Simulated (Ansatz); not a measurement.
# How fast states decay through PbCl2F2, part 2 of 2

Wanted: the relaxed cell of PbCl2F2, its band edges and its decay constants. It is built by putting Cl for part of the F in the PbF4 structure of space group I4/mmm, with the volume rescaled by atomic radii. The parent structure comes from the Materials Project.

Ansatz 0.2.0; PBE DFT, plane waves, PAW files (the session's first sound run).

So far, gap on the k-mesh (eV): step 3 (band edges) 0.188; step 4 (complex bands, plane (110), k-mesh 6×6×6) 0.188.

The structure was built from a prototype and need not be the compound's stable phase.

## 5. Decaying states in the gap, plane (001)

The same for the (001) plane, at (0, 0), (-0.5, -0.5) and (0.5, 0), to see how the decay depends on direction.

Contents of input.yaml:

```yaml
crystal:
  lattice:
    - [5.263088305, 0.0, 0.0]
    - [0.0, 5.263088305, 0.0]
    - [2.631544153, 2.631544153, 4.722581906]
  atoms:
    - { symbol: Pb, position: [0.0, 0.0, 0.0] }
    - { symbol: F, position: [0.2134947751, 0.2134947751, 0.5730104498] }
    - { symbol: Cl, position: [0.0, 0.5, 0.0] }
    - { symbol: Cl, position: [0.5, 0.0, 0.0] }
    - { symbol: F, position: [0.7865052249, 0.7865052249, 0.4269895502] }
kpoints:
  mp_grid: { grid: [6, 6, 6] }
scf:
  occupations: { method: fixed }
hamiltonian:
  xc: pbe
output:
  eigenvalues: true
  transmission:
    leads: [[0, 0]]
    kpoints: [[0.0, 0.0], [-0.5, -0.5], [0.5, 0.0]]
    e_range: [-1.0, 1.19]
    de: 0.05
```

Command:

```bash
$ ansatz run input.yaml --threads 2 --pin off --max-ram 4096MiB --backend cpu --events-out ev --progress --plain --runs-dir out
```

Run time: 36 s. Hardware: 2 threads of Arm Neoverse V2, shared host; peak memory 0.69 GiB.

This step gave:

| Property | Result |
| --- | --- |
| Fermi energy | 0.2348 eV |
| level to which the leads are filled | 0.09381 eV from the Fermi level |
| decay constant at the filling level, zone centre | 0.1791 Å⁻¹ |
| decay constant at the filling level, slowest listed point | 0.1791 Å⁻¹ |

K parallel (0, 0); values up to 1.5 1/Å, a degenerate pair printed once or twice; energies at which all values exceed this have no row. Im kz of the slowest decaying states against energy, zero at the highest filled level on the SCF mesh:

```
energy (eV)  decay 1 (Å⁻¹)  decay 2 (Å⁻¹)  decay 3 (Å⁻¹)  decay 4 (Å⁻¹)
     -1.000          0.460          0.517          0.787           1.01
     -0.900          0.463          0.464          0.822           1.01
     -0.850          0.430          0.465          0.840           1.01
     -0.750          0.347          0.464          0.751          1.000
     -0.650         0.0974          0.204          0.460          0.659
     -0.550          0.170          0.454          0.619          0.994
     -0.500          0.192          0.449          0.673          0.991
     -0.400          0.139          0.221          0.438          0.770
     -0.300          0.237          0.306          0.424          0.811
     -0.250          0.242          0.352          0.415          0.825
     -0.150          0.243          0.392          0.419          0.848
     -0.050          0.234          0.362          0.467          0.866
      0.000          0.223          0.342          0.487          0.873
      0.050          0.206          0.317          0.504          0.880
      0.100          0.179          0.284          0.520          0.887
      0.200          0.143          0.548          0.899          0.960
      0.300          0.176          0.571          0.910          0.956
      0.400          0.282          0.591          0.919          0.951
      0.450          0.314          0.600          0.924          0.949
      0.550          0.360          0.616          0.932          0.944
      0.650          0.394          0.631          0.939          0.940
      0.700          0.408          0.637          0.936          0.943
      0.800          0.433          0.649          0.932          0.950
      0.900          0.455          0.660          0.927          0.956
      1.000          0.473          0.670          0.922          0.962
      1.050          0.481          0.674          0.919          0.965
      1.150          0.497          0.682          0.914          0.970
```

K parallel (-0.5, -0.5); values up to 1.5 1/Å, a degenerate pair printed once or twice; energies at which all values exceed this have no row. The Im kz of the slowest decaying states by energy, zero at the highest filled level on the SCF mesh:

```
energy (eV)  decay 1 (Å⁻¹)  decay 2 (Å⁻¹)  decay 3 (Å⁻¹)  decay 4 (Å⁻¹)
     -1.000          0.337          0.600           1.03           1.44
     -0.900          0.381          0.592           1.07           1.43
     -0.800          0.417          0.576           1.10           1.43
     -0.700          0.449          0.550           1.10           1.43
     -0.550          0.459          0.489           1.10           1.42
     -0.450          0.511          0.513           1.09           1.42
     -0.350          0.416          0.534          0.569           1.07
     -0.250          0.535          0.554          0.601           1.04
     -0.150          0.573          0.606          0.623          0.994
     -0.050          0.590          0.641          0.657          0.881
      0.000         0.0738          0.599          0.649          0.678
      0.100          0.615          0.662          0.713          0.959
      0.200          0.630          0.674          0.743           1.03
      0.300          0.645          0.684          0.767           1.08
      0.400          0.659          0.693          0.789           1.11
      0.500          0.674          0.701          0.807           1.13
      0.600          0.688          0.708          0.824           1.15
      0.700          0.702          0.714          0.838           1.17
      0.850          0.722          0.724          0.857           1.19
      0.950          0.727          0.739          0.867           1.20
      1.050          0.731          0.756          0.877           1.21
      1.150          0.735          0.775          0.885           1.18
```

K parallel (0.5, 0); values up to 1.5 1/Å, a degenerate pair printed once or twice; energies at which all values exceed this have no row. Table of Im kz of the slowest decaying states by energy, zero at the highest filled level on the SCF mesh:

```
energy (eV)  decay 1 (Å⁻¹)  decay 2 (Å⁻¹)  decay 3 (Å⁻¹)  decay 4 (Å⁻¹)
     -1.000          0.352          0.477          0.796          0.906
     -0.900          0.250          0.459          0.865          0.873
     -0.850          0.446          0.839          0.985           1.35
     -0.750          0.361          0.388          0.749          0.763
     -0.650          0.480          0.574          0.662              -
     -0.550          0.376          0.539          0.716          0.755
     -0.500          0.268          0.562          0.755          0.777
     -0.400          0.338          0.611          0.796          0.807
     -0.300          0.431          0.661          0.810          0.829
     -0.250          0.458          0.689          0.809          0.838
     -0.150          0.496          0.773          0.854           1.49
     -0.050          0.523          0.792          0.868           1.47
      0.000          0.534          0.801          0.875           1.47
      0.050          0.544          0.809          0.881           1.46
      0.100          0.553          0.816          0.886           1.46
      0.200          0.568          0.830          0.897           1.44
      0.300          0.580          0.842          0.907           1.43
      0.400          0.591          0.852          0.916           1.42
      0.450          0.595          0.856          0.920           1.41
      0.550          0.603          0.865          0.928           1.40
      0.650          0.609          0.872          0.935           1.39
      0.700          0.612          0.875          0.938           1.38
      0.800          0.616          0.880          0.945           1.37
      0.900          0.620          0.848          0.921          0.951
      1.000          0.621          0.815          0.957          0.959
      1.050          0.622          0.804          0.959          0.973
      1.150          0.622          0.787          0.964          0.993
```

At the listed wavevectors the last open channel is at -0.45 eV and the next at +0.20 eV on the grid, wider than the gap, since narrow bands can fall between grid energies. At +0.10 eV, the grid energy nearest the filling level (the middle of the gap on the SCF mesh), the slowest state at the listed wavevectors decays with κ = 0.179 Å⁻¹, its amplitude falling by e over 5.6 Å; the first such run, plane (110), gave 0.0961 Å⁻¹.

## 6. Band edges at another level, cutoff 500 eV

This step: r2SCAN DFT, plane waves, PAW files (Ansatz 0.2.0).

The edges again with r2SCAN, at the same atoms. Against that run the cutoff is 500 eV against 420.

Contents of input.yaml:

```yaml
crystal:
  lattice:
    - [-2.6315441527, 2.6315441527, 4.7225819062]
    - [2.6315441527, -2.6315441527, 4.7225819062]
    - [2.6315441527, 2.6315441527, -4.7225819062]
  atoms:
    - { symbol: Pb, position: [0.0, 0.0, 0.0] }
    - { symbol: F, position: [0.7865052249, 0.7865052249, 0.0] }
    - { symbol: Cl, position: [0.5, 0.0, 0.5] }
    - { symbol: Cl, position: [0.0, 0.5, 0.5] }
    - { symbol: F, position: [0.2134947751, 0.2134947751, 0.0] }
kpoints:
  mp_grid: { grid: [8, 8, 8] }
  band_path: { path: [VBM, CBM], npoints: 30 }
scf:
  occupations: { method: fixed }
hamiltonian:
  xc: r2scan
output:
  eigenvalues: true
```

Elapsed: 23 s, on 2 threads; peak memory 0.79 GiB.

This step gave:

- free energy: -15707.6531 eV
- Fermi energy: -0.1797 eV
- gap on the k-mesh: 0.4480 eV
- gap on path: 0.4480 eV, by band count; negative where bands overlap
- direct gap on path: 1.014 eV

Electronic bands along the path, in eV, zero at the Fermi level (highest filled level under fixed occupations); v1 is the highest filled band, c1 the lowest empty one:

```
  point     v4     v3     v2     v1    c1    c2    c3     c4
    VBM  -1.15  -0.51  -0.48   0.00  3.58  5.41  5.46   7.59
halfway  -1.17  -0.62  -0.55  -0.34  1.51  7.72  8.05   8.54
    CBM  -0.71  -0.63  -0.57  -0.57  0.45  8.21  9.93  10.38
```

The searched edges give 0.448 eV, as on the mesh.

Between step 3 and this run (r2SCAN and cutoff 500 eV) the value for the gap on the k-mesh moves from 0.188 eV to 0.448 eV.

## 7. Complex bands at another level, cutoff 500 eV

This step: r2SCAN DFT, plane waves, PAW files; complex bands by layer matching along the plane's normal (Ansatz 0.2.0).

The complex bands at that level, over its own gap, at (0, 0) and (0.4948, 0.4948).

Contents of input.yaml:

```yaml
crystal:
  lattice:
    - [6.012722272, 0.0, 0.0]
    - [1.40580759, 5.846069974, 0.0]
    - [2.303457341, -2.923034987, 3.721565431]
  atoms:
    - { symbol: Pb, position: [0.0, 0.0, 0.0] }
    - { symbol: F, position: [0.7865052249, 0.7865052249, 0.0] }
    - { symbol: Cl, position: [0.0, 0.0, 0.5] }
    - { symbol: Cl, position: [0.5, 0.5, 0.5] }
    - { symbol: F, position: [0.2134947751, 0.2134947751, 0.0] }
kpoints:
  mp_grid: { grid: [6, 6, 6] }
scf:
  occupations: { method: fixed }
hamiltonian:
  xc: r2scan
output:
  eigenvalues: true
  transmission:
    leads: [[0, 0]]
    kpoints: [[0.0, 0.0], [0.4948, 0.4948]]
    e_range: [-1.0, 1.45]
    de: 0.05
```

It took 89 s on 2 threads; peak memory 1.4 GiB; 3 min of CPU time.

Numbers from this step:

* level to which the leads are filled: 0.2240 eV from the Fermi level
* decay constant at the filling level, zone centre: 0.1592 Å⁻¹
* decay constant at the filling level, slowest listed point: 0.1592 Å⁻¹

K parallel (0, 0); values up to 1.5 1/Å, a degenerate pair printed once or twice; energies at which all values exceed this have no row. The Im kz of the slowest decaying states by energy, zero at the highest filled level on the SCF mesh:

```
energy (eV)  decay 1 (Å⁻¹)  decay 2 (Å⁻¹)  decay 3 (Å⁻¹)  decay 4 (Å⁻¹)
     -1.000          0.136          0.399          0.511          0.526
     -0.900          0.173          0.454          0.455          0.487
     -0.800          0.202          0.373          0.386          0.424
     -0.700          0.227          0.297          0.305          0.567
     -0.600          0.152          0.249          0.627          0.712
     -0.500         0.0962          0.101          0.271          0.694
     -0.400          0.143          0.292          0.327          0.407
     -0.300          0.170          0.314          0.421          0.595
     -0.200          0.184          0.339          0.483          0.717
     -0.100          0.190          0.367          0.527          0.713
      0.000        0.00581          0.188          0.397          0.562
      0.100          0.154          0.178          0.428          0.589
      0.200          0.159          0.201          0.458          0.612
      0.250          0.146          0.217          0.472          0.622
      0.350          0.107           0.24          0.499          0.640
      0.450          0.257          0.523          0.655          0.671
      0.550          0.270          0.544          0.664          0.668
      0.650          0.280          0.564          0.658          0.679
      0.750          0.288          0.581          0.653          0.689
      0.850          0.295          0.597          0.649          0.698
      0.950          0.301          0.611          0.645          0.705
      1.050          0.306          0.624          0.643          0.711
      1.150          0.310          0.635          0.641          0.717
      1.250          0.313          0.640          0.646          0.722
      1.350          0.316          0.639          0.656          0.726
      1.450          0.319          0.638          0.665          0.730
```

K parallel (0, 0). Table of Re kz of states that move upwards by energy, zero at the highest filled level on the SCF mesh:

```
energy (eV)  channel 1 (Å⁻¹)  channel 2 (Å⁻¹)  channel 3 (Å⁻¹)
     -1.000           -0.322                -                -
     -0.950           -0.295                -                -
     -0.850           -0.240                -                -
     -0.800           -0.213                -                -
     -0.750           -0.184                -                -
     -0.650           -0.118            0.337                -
     -0.600          -0.0727            0.224            0.473
     -0.550            0.106            0.410            0.611
     -0.450            0.292                -                -
     -0.400            0.353                -                -
     -0.350            0.409                -                -
     -0.250            0.510                -                -
     -0.200            0.559                -                -
     -0.150            0.609                -                -
     -0.050            0.720                -                -
      0.000                -                -                -
      0.050                -                -                -
      0.150                -                -                -
      0.200                -                -                -
      0.250                -                -                -
      0.300                -                -                -
      0.400                -                -                -
      0.450           0.0189                -                -
      0.500           0.0830                -                -
      0.600            0.145                -                -
      0.650            0.169                -                -
      0.700            0.190                -                -
      0.800            0.229                -                -
      0.850            0.246                -                -
      0.900            0.263                -                -
      1.000            0.294                -                -
      1.050            0.308                -                -
      1.100            0.322                -                -
      1.200            0.349                -                -
      1.250            0.361                -                -
      1.300            0.374                -                -
      1.400            0.397                -                -
      1.450            0.408                -                -
```

K parallel (0.4948, 0.4948); values up to 1.5 1/Å, a degenerate pair printed once or twice; energies at which all values exceed this have no row. Im kz of the slowest decaying states against energy, zero at the highest filled level on the SCF mesh:

```
energy (eV)  decay 1 (Å⁻¹)  decay 2 (Å⁻¹)  decay 3 (Å⁻¹)  decay 4 (Å⁻¹)
     -1.000          0.134          0.482          0.654           1.01
     -0.900          0.170          0.429          0.703          0.945
     -0.750          0.211          0.325          0.789          0.807
     -0.650          0.220          0.233          0.712          0.742
     -0.500          0.141          0.262          0.602          0.910
     -0.400          0.189          0.211          0.281          0.366
     -0.250          0.269          0.310          0.311          0.486
     -0.150          0.288          0.331          0.364          0.458
      0.000         0.0062          0.285          0.370          0.425
      0.100          0.163          0.262          0.398          0.442
      0.200          0.212          0.227          0.428          0.450
      0.350          0.152          0.252          0.467          0.470
      0.450         0.0615          0.268          0.478          0.495
      0.600          0.286          0.494          0.529          0.564
      0.700          0.294          0.504          0.548          0.578
      0.850          0.305          0.517          0.574          0.597
      0.950          0.310          0.525          0.589          0.608
      1.100          0.317          0.536          0.609          0.623
      1.200          0.320          0.543          0.620          0.631
      1.350          0.324          0.551          0.636          0.642
      1.450          0.326          0.557          0.646          0.648
```

K parallel (0.4948, 0.4948). Re kz of states that move upwards against energy, zero at the highest filled level on the SCF mesh:

```
energy (eV)  channel 1 (Å⁻¹)  channel 2 (Å⁻¹)  channel 3 (Å⁻¹)
     -1.000           -0.424            0.242                -
     -0.950           -0.388            0.287                -
     -0.850           -0.319            0.371                -
     -0.800           -0.283            0.412                -
     -0.750           -0.245            0.454                -
     -0.650           -0.157            0.544                -
     -0.600          -0.0928            0.595                -
     -0.550            0.117            0.656                -
     -0.450           -0.183            0.287                -
     -0.400            0.346                -                -
     -0.350            0.399                -                -
     -0.250            0.499                -                -
     -0.200            0.547                -                -
     -0.150            0.597                -                -
     -0.050            0.713                -                -
      0.000                -                -                -
      0.050                -                -                -
      0.150                -                -                -
      0.200                -                -                -
      0.250                -                -                -
      0.300                -                -                -
      0.400                -                -                -
      0.450                -                -                -
      0.500           0.0760                -                -
      0.600            0.157                -                -
      0.650            0.185                -                -
      0.700            0.208                -                -
      0.800            0.249                -                -
      0.850            0.266                -                -
      0.900            0.283                -                -
      1.000            0.313                -                -
      1.050            0.327                -                -
      1.100            0.341                -                -
      1.200            0.366                -                -
      1.250            0.378                -                -
      1.300            0.390                -                -
      1.400            0.412                -                -
      1.450            0.422                -                -
```

At the listed wavevectors the last open channel is at -0.05 eV and the next at +0.45 eV on the grid. At +0.20 eV, the grid energy nearest the filling level (the middle of the gap on the SCF mesh), the slowest state at the listed wavevectors decays with κ = 0.159 Å⁻¹, its amplitude falling by e over 6.3 Å; the first such run, plane (110), gave 0.0961 Å⁻¹.

## 8. Summary of results

```
band gap                                         : 0.188 eV
least decay constant at mid-gap, normal to (110) : 0.0961 Å⁻¹
least decay constant at mid-gap, normal to (001) : 0.179 Å⁻¹
least decay constant, r2SCAN                     : 0.159 Å⁻¹
```

**Reading.** With PBE, the slowest decay at the wavevectors tried is κ = 0.0961 Å⁻¹, normal to (110). Through such a film the transmission near mid-gap falls as exp(−2κd), a factor of ten every 12 Å. The decay depends on direction: 1.9 times faster normal to (001). A free electron under a barrier of half the gap would need a mass of 0.37 mₑ to decay at this rate. With r2SCAN the gap goes from 0.188 to 0.448 eV and the decay constant, over the first 2 listed wavevectors (which shift with the band edges), from 0.0961 to 0.159 Å⁻¹. The compound is made up by substitution; its stability against other phases and against distortions of the cell's symmetry was not tested. A semilocal functional narrows gaps, while spin-orbit coupling, left out here, narrows them in compounds of heavy elements, so the error in κ can go either way.

[Logs are printed without paths, hosts, clocks, repeated set-up lines and the standing remarks that a program may print on its own settings, such as how far it seeks lower states.]

[Hosts, paths, dates, database ids (printed as entryN), source tags and the programs' standing remarks are cut or masked in the printed files.]
